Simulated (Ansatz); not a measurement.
# Br on Ta(110): change of the work function

Aim: the work function of Ta(110) at several coverages of Br (hollow site), and the dipole that each adsorbate carries.

Method: plane-wave DFT, PBE, Ansatz PAW, in Ansatz 0.2.0.

## Step 1: The structure

The cell holds 4 atoms: 4 Ta. Its edges and angles: a = 2.867 Å, b = 2.867 Å, c = 25.022 Å, α = 90.0°, β = 90.0°, γ = 70.5°. Vacuum lies along c.

## Step 2: The clean slab

The bare slab comes first, as the zero from which every change is counted. The two lowest layers are held at bulk places and the upper ones relax. The dipole correction removes the false field that a one-sided slab makes across the periodic vacuum, so each face gets a flat vacuum level of its own.

input.yaml

```yaml
crystal:
  lattice:
    - [2.3405234457, -1.655, 0.0]
    - [2.3405234457, 1.655, 0.0]
    - [0.0, 0.0, 25.0215703372]
  atoms:
    - { symbol: Ta, position: [0.0, 0.0, 0.3596896549] }
    - { symbol: Ta, position: [0.5, 0.5, 0.453229885] }
    - { symbol: Ta, position: [0.0, 0.0, 0.546770115] }
    - { symbol: Ta, position: [0.5, 0.5, 0.6403103451] }
kpoints:
  mp_grid: { grid: [12, 12, 1] }
hamiltonian:
  xc: pbe
scf:
  occupations: { method: fermi_dirac, width: 0.1 }
  convergence: { dr2_threshold: 1.0e-08 }
efield:
  axis: 3
  dipole_correction: true
  ramp_position: 0.97
  ramp_width: 0.06
relax:
  f_tol: 0.02
  max_steps: 60
  constraints: [{ sites: [0, 1] }]
output:
  write_potential: true
  write_density: true
  volumetric_format: npy
```

On the command line:

```bash
$ ansatz run input.yaml --threads 4 --pin off --max-ram 6144MiB --backend cpu --events-out ev --progress --plain --runs-dir out
```

Numbers of over 12 decimals in the logs are rounded to 6 here.

The log of the run:

```text
Engine: ansatz 0.2.0, aarch64-unknown-linux-gnu
Pseudopotentials: kind: paw
Pseudopotential: Ta, paw, valence charge 13, recommended cutoff 420 eV (normal), Ta.paw.azcp
Functional definition: PBE
  parameter kappa = 0.804
  parameter beta = 0.066725
  exchange = pbe_x(kappa = kappa, mu = beta*pi^2/3)
  correlation = pbe_c(beta = beta)
Crystal: 4 atoms, lattice volume = 193.845 Å³
Basis set: ecut = 420 eV, 3793 PW (Γ), exchange–correlation on 40×40×360 points (8 copies of the dense FFT grid, shifted against one another)
Bands: 32, of which v1, the nominal top of the filled ones, is band 26 counted from 1 (25 counted from 0)
Symmetry: 4 space group operations
k-points: 43 of 144
Non-local potential: Ta, projectors of the file, l = 0: 3, l = 1: 2, l = 2: 2, l = 3: 1
PAW form: soft (Blöchl's): semilocal exchange-correlation on the pseudo side does not see the compensation charge
PAW one-centre angular grid: Ta, 590 points (default); XC on 64 Gauss nodes
Initial density: superposition of atomic densities (neutral atoms: chi_scale 0, normalization atom), corrected by the library's trained network
Initial wavefunctions: pseudopotential atomic-orbital guess
Functional: x = pbe(κ = 0.804, μ = 0.219515), c = pbe(β = 0.066725)
SCF iter   1: F=—  HF=-39726.805781 eV  |F-HF|=—  |Δ(HF+E_count)|=         —  Δρ=5.76e-3  dr2=1.31e0  ethr=1.77e-3  p=0.000 e·Å  D=2.87e-15 V/Å  ΔV_dip=-0.00 eV  dr2_dipole=3.97e-7  V_vac-E_F(+/−)=4.99/4.99 eV  ⟨swp⟩=7.2  Hψ=6700  notcnv=0
efield: sawtooth ramp at fractional position 0.9700 (set: `efield.ramp_position`, or a place that a band, a saddle search or an elastic batch's reference lends), width 0.0600; the density the first Hamiltonian is built on has a dipole p = 0.000 e·Å; the dipole correction subtracts the counter field D = 2.87e-15 V/Å, which shifts the + side's vacuum level by -0.00 eV against the − side's; the planar-averaged density in the ramp window peaks in size at 1.7e-5 e/Å³
preconditioner: auto → LDOS  [metal: Δε(μ)=0.027 eV  Ē_g=3.845 eV  σ=0.100 eV  W_gap=0.07  n_scr=16 (ndim 8)  ℏωp=11.9 eV  f_vac=0.544  D(μ)=5.69/eV (n_scr^D=18)  β→1.0]
SCF iter   2: F=—  HF=-39726.762829 eV  |F-HF|=—  |Δ(HF+E_count)|=   4.30e-2  Δρ=1.63e-3  dr2=8.36e-3  ethr=1.77e-3  p=0.000 e·Å  D=1.67e-5 V/Å  ΔV_dip=-0.00 eV  dr2_dipole=3.15e-7  V_vac-E_F(+/−)=4.81/4.81 eV  ⟨swp⟩=1.4  Hψ=1741  notcnv=0
SCF iter   3: F=—  HF=-39726.763830 eV  |F-HF|=—  |Δ(HF+E_count)|=   1.00e-3  Δρ=5.10e-4  dr2=2.77e-3  ethr=1.61e-5  p=0.000 e·Å  D=3.06e-6 V/Å  ΔV_dip=-0.00 eV  dr2_dipole=3.35e-9  V_vac-E_F(+/−)=4.83/4.83 eV  ⟨swp⟩=2.9  Hψ=2823  notcnv=0
SCF iter   4: F=—  HF=-39726.763797 eV  |F-HF|=—  |Δ(HF+E_count)|=   3.32e-5  Δρ=1.73e-4  dr2=1.10e-4  ethr=5.34e-6  p=0.000 e·Å  D=2.16e-6 V/Å  ΔV_dip=-0.00 eV  dr2_dipole=4.75e-12  V_vac-E_F(+/−)=4.82/4.82 eV  ⟨swp⟩=2.3  Hψ=2226  notcnv=0
SCF iter   5: F=—  HF=-39726.763802 eV  |F-HF|=—  |Δ(HF+E_count)|=   5.00e-6  Δρ=5.33e-5  dr2=4.45e-6  ethr=2.12e-7  p=0.000 e·Å  D=1.34e-6 V/Å  ΔV_dip=-0.00 eV  dr2_dipole=4.23e-11  V_vac-E_F(+/−)=4.81/4.81 eV  ⟨swp⟩=2.5  Hψ=2216  notcnv=0
SCF iter   6: F=—  HF=-39726.763676 eV  |F-HF|=—  |Δ(HF+E_count)|=   1.25e-4  Δρ=2.05e-5  dr2=1.62e-6  ethr=8.57e-9  p=0.000 e·Å  D=6.97e-7 V/Å  ΔV_dip=-0.00 eV  dr2_dipole=2.92e-13  V_vac-E_F(+/−)=4.81/4.81 eV  ⟨swp⟩=2.7  Hψ=2519  notcnv=0
SCF iter   7: F=—  HF=-39726.763677 eV  |F-HF|=—  |Δ(HF+E_count)|=   4.16e-7  Δρ=5.04e-6  dr2=4.42e-8  ethr=3.12e-9  p=0.000 e·Å  D=3.02e-7 V/Å  ΔV_dip=-0.00 eV  dr2_dipole=1.73e-12  V_vac-E_F(+/−)=4.81/4.81 eV  ⟨swp⟩=2.7  Hψ=2586  notcnv=0
SCF iter   8: F=-39726.763677 eV  HF=-39726.763677 eV  |F-HF|=1.95e-8  |Δ(HF+E_count)|=   7.49e-8  Δρ=1.58e-6  dr2=3.85e-9  ethr=1.92e-11  p=0.000 e·Å  D=1.31e-7 V/Å  ΔV_dip=-0.00 eV  dr2_dipole=1.82e-13  V_vac-E_F(+/−)=4.81/4.81 eV  ⟨swp⟩=10.9  Hψ=10415  notcnv=0
SCF 1 converged in 8 iterations: F = -39726.763677 eV  dr2 = 3.85e-9
  greatest PAW one-centre occupation: 0.999 electrons in one spin orbital (limit 2), on the Ta atom at site 0 (counted from 0), in its partial waves of l = 0
relax step   1: F+E_penalty+E_count = -39726.76367691 eV  Δ(F+E_penalty+E_count) = +0.000e0 eV  max|allowed force component| = 4.148e-1 eV/Å  Δτ_max = 0.0000 Å  (8 SCF iters, accepted)
Initial density: handed on by an earlier stage of this run
Initial wavefunctions: those handed on with the density
iter 1 solved again at ethr=2.39e-3 eV; its pass at ethr=3.10e-3 eV (dr2=1.24e0 eV) is discarded
SCF iter   1: F=—  HF=-39726.839725 eV  |F-HF|=—  |Δ(HF+E_count)|=         —  Δρ=9.90e-3  dr2=1.15e0  ethr=2.39e-3  p=0.000 e·Å  D=1.07e-6 V/Å  ΔV_dip=-0.00 eV  dr2_dipole=5.18e-3  V_vac-E_F(+/−)=4.85/4.85 eV  ⟨swp⟩=1.1  Hψ=5524  notcnv=0
efield: sawtooth ramp at fractional position 0.9700 (set: `efield.ramp_position`, or a place that a band, a saddle search or an elastic batch's reference lends), width 0.0600; the density the first Hamiltonian is built on has a dipole p = 0.000 e·Å; the dipole correction subtracts the counter field D = 1.07e-6 V/Å, which shifts the + side's vacuum level by -0.00 eV against the − side's; the planar-averaged density in the ramp window peaks in size at 9.3e-6 e/Å³
preconditioner: auto → LDOS  [metal: Δε(μ)=0.002 eV  Ē_g=3.957 eV  σ=0.100 eV  W_gap=0.00  n_scr=16 (ndim 8)  ℏωp=11.9 eV  f_vac=0.555  D(μ)=5.52/eV (n_scr^D=18)  β→1.0]
SCF iter   2: F=—  HF=-39726.769057 eV  |F-HF|=—  |Δ(HF+E_count)|=   7.07e-2  Δρ=5.59e-3  dr2=2.66e-1  ethr=2.21e-3  p=0.012 e·Å  D=1.12e-2 V/Å  ΔV_dip=-0.28 eV  dr2_dipole=6.71e-3  V_vac-E_F(+/−)=4.53/4.81 eV  ⟨swp⟩=3.0  Hψ=2184  notcnv=0
SCF iter   3: F=—  HF=-39726.745759 eV  |F-HF|=—  |Δ(HF+E_count)|=   2.33e-2  Δρ=1.82e-3  dr2=2.99e-2  ethr=5.11e-4  p=0.006 e·Å  D=5.53e-3 V/Å  ΔV_dip=-0.14 eV  dr2_dipole=1.11e-3  V_vac-E_F(+/−)=4.69/4.83 eV  ⟨swp⟩=3.1  Hψ=2953  notcnv=0
SCF iter   4: F=—  HF=-39726.742032 eV  |F-HF|=—  |Δ(HF+E_count)|=   3.73e-3  Δρ=4.37e-4  dr2=8.85e-4  ethr=5.74e-5  p=0.006 e·Å  D=5.97e-3 V/Å  ΔV_dip=-0.15 eV  dr2_dipole=2.49e-5  V_vac-E_F(+/−)=4.67/4.82 eV  ⟨swp⟩=2.3  Hψ=2120  notcnv=0
SCF iter   5: F=—  HF=-39726.742227 eV  |F-HF|=—  |Δ(HF+E_count)|=   1.95e-4  Δρ=1.46e-4  dr2=1.02e-4  ethr=1.70e-6  p=0.006 e·Å  D=5.82e-3 V/Å  ΔV_dip=-0.15 eV  dr2_dipole=1.05e-5  V_vac-E_F(+/−)=4.68/4.82 eV  ⟨swp⟩=2.2  Hψ=2050  notcnv=0
SCF iter   6: F=—  HF=-39726.742256 eV  |F-HF|=—  |Δ(HF+E_count)|=   2.93e-5  Δρ=4.66e-5  dr2=2.46e-5  ethr=1.96e-7  p=0.006 e·Å  D=5.53e-3 V/Å  ΔV_dip=-0.14 eV  dr2_dipole=6.35e-6  V_vac-E_F(+/−)=4.68/4.82 eV  ⟨swp⟩=2.4  Hψ=2107  notcnv=0
SCF iter   7: F=—  HF=-39726.742246 eV  |F-HF|=—  |Δ(HF+E_count)|=   1.02e-5  Δρ=1.66e-5  dr2=2.34e-6  ethr=4.72e-8  p=0.006 e·Å  D=5.42e-3 V/Å  ΔV_dip=-0.14 eV  dr2_dipole=1.74e-8  V_vac-E_F(+/−)=4.69/4.82 eV  ⟨swp⟩=2.3  Hψ=1764  notcnv=0
SCF iter   8: F=—  HF=-39726.742124 eV  |F-HF|=—  |Δ(HF+E_count)|=   1.22e-4  Δρ=4.53e-6  dr2=6.34e-8  ethr=4.51e-9  p=0.006 e·Å  D=5.34e-3 V/Å  ΔV_dip=-0.13 eV  dr2_dipole=2.64e-9  V_vac-E_F(+/−)=4.69/4.82 eV  ⟨swp⟩=2.0  Hψ=1815  notcnv=0
SCF iter   9: F=—  HF=-39726.742124 eV  |F-HF|=—  |Δ(HF+E_count)|=   6.07e-8  Δρ=1.58e-6  dr2=1.93e-8  ethr=1.92e-11  p=0.006 e·Å  D=5.32e-3 V/Å  ΔV_dip=-0.13 eV  dr2_dipole=5.06e-9  V_vac-E_F(+/−)=4.69/4.82 eV  ⟨swp⟩=11.3  Hψ=10973  notcnv=0
SCF iter  10: F=-39726.742124 eV  HF=-39726.742124 eV  |F-HF|=1.79e-9  |Δ(HF+E_count)|=   1.34e-8  Δρ=5.81e-7  dr2=1.34e-9  ethr=1.92e-11  p=0.006 e·Å  D=5.31e-3 V/Å  ΔV_dip=-0.13 eV  dr2_dipole=4.40e-10  V_vac-E_F(+/−)=4.69/4.82 eV  ⟨swp⟩=10.0  Hψ=9405  notcnv=0
SCF 2 converged in 10 iterations: F = -39726.742124 eV  dr2 = 1.34e-9
  greatest PAW one-centre occupation: 1.000 electrons in one spin orbital (limit 2), on the Ta atom at site 3 (counted from 0), in its partial waves of l = 0
relax step   2: F+E_penalty+E_count = -39726.74212442 eV  Δ(F+E_penalty+E_count) = +2.155e-2 eV  max|allowed force component| = 7.793e-1 eV/Å  Δτ_max = 0.1926 Å  (10 SCF iters, rejected (line search))
iter 1 solved again at ethr=8.38e-4 eV; its pass at ethr=3.10e-3 eV (dr2=4.36e-1 eV) is discarded
SCF iter   1: F=—  HF=-39726.815846 eV  |F-HF|=—  |Δ(HF+E_count)|=         —  Δρ=5.63e-3  dr2=4.24e-1  ethr=8.38e-4  p=0.006 e·Å  D=5.31e-3 V/Å  ΔV_dip=-0.13 eV  dr2_dipole=4.73e-3  V_vac-E_F(+/−)=4.67/4.80 eV  ⟨swp⟩=1.2  Hψ=4821  notcnv=0
efield: sawtooth ramp at fractional position 0.9700 (set: `efield.ramp_position`, or a place that a band, a saddle search or an elastic batch's reference lends), width 0.0600; the density the first Hamiltonian is built on has a dipole p = 0.006 e·Å; the dipole correction subtracts the counter field D = 5.31e-3 V/Å, which shifts the + side's vacuum level by -0.13 eV against the − side's; the planar-averaged density in the ramp window peaks in size at 5.6e-6 e/Å³
preconditioner: auto → LDOS  [metal: Δε(μ)=0.011 eV  Ē_g=3.847 eV  σ=0.100 eV  W_gap=0.03  n_scr=16 (ndim 8)  ℏωp=11.9 eV  f_vac=0.548  D(μ)=5.97/eV (n_scr^D=30)  β→1.0]
SCF iter   2: F=—  HF=-39726.790129 eV  |F-HF|=—  |Δ(HF+E_count)|=   2.57e-2  Δρ=3.00e-3  dr2=5.27e-2  ethr=8.15e-4  p=-0.002 e·Å  D=-1.66e-3 V/Å  ΔV_dip=0.04 eV  dr2_dipole=2.68e-3  V_vac-E_F(+/−)=4.86/4.82 eV  ⟨swp⟩=2.7  Hψ=2118  notcnv=0
SCF iter   3: F=—  HF=-39726.784849 eV  |F-HF|=—  |Δ(HF+E_count)|=   5.28e-3  Δρ=1.14e-3  dr2=1.41e-2  ethr=1.01e-4  p=0.002 e·Å  D=2.13e-3 V/Å  ΔV_dip=-0.05 eV  dr2_dipole=1.26e-3  V_vac-E_F(+/−)=4.77/4.82 eV  ⟨swp⟩=2.8  Hψ=2591  notcnv=0
SCF iter   4: F=—  HF=-39726.783334 eV  |F-HF|=—  |Δ(HF+E_count)|=   1.52e-3  Δρ=3.41e-4  dr2=1.45e-3  ethr=2.72e-5  p=0.002 e·Å  D=1.77e-3 V/Å  ΔV_dip=-0.04 eV  dr2_dipole=2.49e-4  V_vac-E_F(+/−)=4.77/4.82 eV  ⟨swp⟩=2.0  Hψ=1772  notcnv=0
SCF iter   5: F=—  HF=-39726.783268 eV  |F-HF|=—  |Δ(HF+E_count)|=   6.56e-5  Δρ=1.01e-4  dr2=7.32e-5  ethr=2.78e-6  p=0.002 e·Å  D=1.73e-3 V/Å  ΔV_dip=-0.04 eV  dr2_dipole=4.36e-6  V_vac-E_F(+/−)=4.77/4.82 eV  ⟨swp⟩=2.1  Hψ=1774  notcnv=0
SCF iter   6: F=—  HF=-39726.783249 eV  |F-HF|=—  |Δ(HF+E_count)|=   1.90e-5  Δρ=2.91e-5  dr2=2.16e-6  ethr=1.41e-7  p=0.002 e·Å  D=1.85e-3 V/Å  ΔV_dip=-0.05 eV  dr2_dipole=9.87e-8  V_vac-E_F(+/−)=4.77/4.82 eV  ⟨swp⟩=2.8  Hψ=2503  notcnv=0
SCF iter   7: F=—  HF=-39726.783127 eV  |F-HF|=—  |Δ(HF+E_count)|=   1.22e-4  Δρ=1.01e-5  dr2=3.48e-7  ethr=4.15e-9  p=0.002 e·Å  D=1.92e-3 V/Å  ΔV_dip=-0.05 eV  dr2_dipole=1.11e-8  V_vac-E_F(+/−)=4.77/4.82 eV  ⟨swp⟩=2.3  Hψ=2301  notcnv=0
SCF iter   8: F=—  HF=-39726.783127 eV  |F-HF|=—  |Δ(HF+E_count)|=   2.34e-7  Δρ=2.98e-6  dr2=4.09e-8  ethr=6.70e-10  p=0.002 e·Å  D=1.98e-3 V/Å  ΔV_dip=-0.05 eV  dr2_dipole=1.09e-10  V_vac-E_F(+/−)=4.77/4.82 eV  ⟨swp⟩=2.3  Hψ=2073  notcnv=0
SCF iter   9: F=-39726.783127 eV  HF=-39726.783127 eV  |F-HF|=3.39e-9  |Δ(HF+E_count)|=   3.83e-8  Δρ=1.03e-6  dr2=5.51e-9  ethr=1.92e-11  p=0.002 e·Å  D=1.99e-3 V/Å  ΔV_dip=-0.05 eV  dr2_dipole=6.10e-10  V_vac-E_F(+/−)=4.77/4.82 eV  ⟨swp⟩=10.8  Hψ=10464  notcnv=0
SCF 3 converged in 9 iterations: F = -39726.783127 eV  dr2 = 5.51e-9
relax step   3: F+E_penalty+E_count = -39726.78312741 eV  Δ(F+E_penalty+E_count) = -1.945e-2 eV  max|allowed force component| = 1.779e-2 eV/Å  Δτ_max = 0.0888 Å  (9 SCF iters, accepted)
NSCF: frozen V_eff on 43 k-points
the band table was solved once a step of the walk had ended and its energy, with any forces and stress, was formed, with the checks that follow a solve (7258 applications of the Hamiltonian). They found nothing against the state; the energy, forces and stress were not computed again (output.eigenvalues in the input reference)
WARN: The output density's exchange-correlation potential varies sharply where the density is thin. Do not read a vacuum level from v_tot or v_xc, or from such a field of the output density. On a cell that repeats whose density bears no net charge and no dipole along the vacuum's axis use v_es (v_loc + v_h of the components); under efield.dipole_correction with no amplitude use v_es + v_field, which holds any externa [...]
SCF converged after 9 iterations
Free energy (F): -39726.783127 eV
Harris-Foulkes:  -39726.783127 eV  (|F-HF|=3.39e-9)
Internal energy: -39726.594280 eV  (E = F + TS)
E sigma→0 (E₀):  -39726.688704 eV
Entropy (-TS):   -0.188848 eV (-47.212 meV/atom)
Fermi energy:    4.106388 eV
Dipole field:    D = 0.002028 V/Å  (p = 0.002172 e·Å, saw-weighted, corrected)
Work function:   Φ+ = 4.7668 eV   Φ− = 4.8176 eV
Levels:          The Fermi level and band energies are counted from a zero that moves with the ramp; work functions are not
--- Per-component energies (eV) ---
  E_band       = -1175.816873
  E_kinetic    = 1457.922004
  E_local      = -55624.545187  (includes V_loc(G=0)·N_el)
  E_nonlocal   = 59.651063
  E_hartree    = 27096.646443
  E_xc         = -870.143284
  E_vxc        = -811.251716  (∫ρ·V_xc dr)
  E_paw        = -33585.914433  (= ΣΔE_a)
  E_vpaw       = -450.895849  (= ΣTr[D̂ρ^β])
  E_aug_tail   = 0.000571  (compensation charges beyond the density's cutoff)
  E_efield     = 0.000002  (sawtooth field / dipole correction)
  E_vefield    = 0.002282  (∫n·V_field dr)
  E_ewald      = 21739.788541
  E_smearing   = -0.188848  (= −TS)
  E_closure    = -0.000000  (closes the sum)
  Σ components = -39726.783127   (vs F -39726.783127, Δ=0.00e0)
--- Forces (eV/Å), atoms counted from 1 ---
  atom   1  Ta     0.00000000     0.00000000     0.43128867
  atom   2  Ta     0.00000000     0.00000000    -0.43322402
  atom   3  Ta     0.00000000     0.00000000    -0.01585177
  atom   4  Ta     0.00000000     0.00000000     0.01778526
  max |Σ_I F_I| component: 1.87e-6 eV/Å
--- Band table (eV; the first three rows and the last of 43) ---
  k-point 0: bands = [... 22 lower, 3.5859, 3.8018, 3.9092, 4.4738, 4.5203, 4.6621, 5.1191, 5.3470, ... 2 higher]
  k-point 1: bands = [... 22 lower, 3.5025, 3.7840, 3.9078, 4.2606, 4.4534, 4.7338, 5.0508, 5.2065, ... 2 higher]
  k-point 2: bands = [... 22 lower, 3.3305, 3.6231, 3.8165, 3.9022, 4.1304, 4.4107, 5.2264, 5.4658, ... 2 higher]
  k-point 42: bands = [... 22 lower, 2.9030, 3.3565, 4.2352, 5.6752, 5.9858, 6.4812, 6.5254, 6.5718, ... 2 higher]
--- Relaxed structure (3 steps of the walk, 2 accepted, 0 SCFs on fresh bases) ---
  F+E_penalty+E_count = -39726.78312741 eV   max|allowed force component| = 1.779e-2 eV/Å
  atoms:
    - { symbol: Ta, position: [0.0, 0.0, 0.3596896549] }
    - { symbol: Ta, position: [0.5, 0.5, 0.453230] }
    - { symbol: Ta, position: [0.0, 0.0, 0.546866] }
    - { symbol: Ta, position: [0.5, 0.5, 0.636762] }
```

Wall time 32 s (4 threads of Arm Neoverse N1, shared host); peak memory 0.57 GiB; 2.1 min of CPU time.

The steps of the relaxation:

| step | energy less that of the first step (eV) | largest force component (eV/Å) |
| --- | --- | --- |
| 1 | 0.0000 | 0.4148 |
| 2 | 0.0216 | 0.7793 |
| 3 | -0.0194 | 0.0178 |

Relaxation step 2 was tried and not accepted.

The run keeps the 4 symmetry operations that it works with, so distortions that break them were not tested.

The atoms that moved most (Å):

| atom | dx | dy | dz | length |
| --- | --- | --- | --- | --- |
| Ta4 | 0.000 | 0.000 | -0.089 | 0.089 |

The relaxed structure:

```xyz
4
Lattice="2.3405 -1.6550 0.0000 2.3405 1.6550 0.0000 0.0000 0.0000 25.0216" Properties=species:S:1:pos:R:3
Ta    0.0000    0.0000    9.0000
Ta    2.3405    0.0000   11.3405
Ta    0.0000    0.0000   13.6834
Ta    2.3405    0.0000   15.9328
```

Numbers from this step:

```
energy at zero smearing        : -39726.6887 eV
work function, upper face      : 4.767 eV
work function, lower face      : 4.818 eV
dipole along the normal        : 0.002172 e·Å
step between the vacuum levels : -0.05074 eV
```

Running mean over 2.341 Å of the planar mean; the ramp of the sawtooth is left out. Electron's electrostatic potential energy less the Fermi level against z:

| z (Å) | electron's electrostatic potential energy less the Fermi level (eV) |
| --- | --- |
| 4 | 4.82 |
| 5 | 4.80 |
| 6 | 4.62 |
| 7 | 2.96 |
| 8 | -5.19 |
| 9 | -10.1 |
| 10 | -10.0 |
| 11 | -9.98 |
| 12 | -9.96 |
| 13 | -9.96 |
| 14 | -10.3 |
| 15 | -10.9 |
| 16 | -10.1 |
| 17 | -4.55 |
| 18 | 3.18 |
| 19 | 4.60 |
| 20 | 4.75 |
| 21 | 4.77 |

The relaxation took 3 steps and lowered the energy by 0.019 eV; the largest force on the free atoms ends at 0.018 eV/Å.

The work function of the upper face is 4.77 eV.

(Continued in part 2 of 3.)

[Logs are printed without paths, hosts, clocks, repeated set-up lines and the standing remarks that a program may print on its own settings, such as how far it seeks lower states.]

[Hosts, paths, dates, database ids (printed as entryN), source tags and the programs' standing remarks are cut or masked in the printed files.]

[Maps of the electrostatic potential energy from Ansatz leave out the sawtooth potential of an applied field or a dipole correction, so their vacuum need not be flat; planar profiles and work functions include it.]
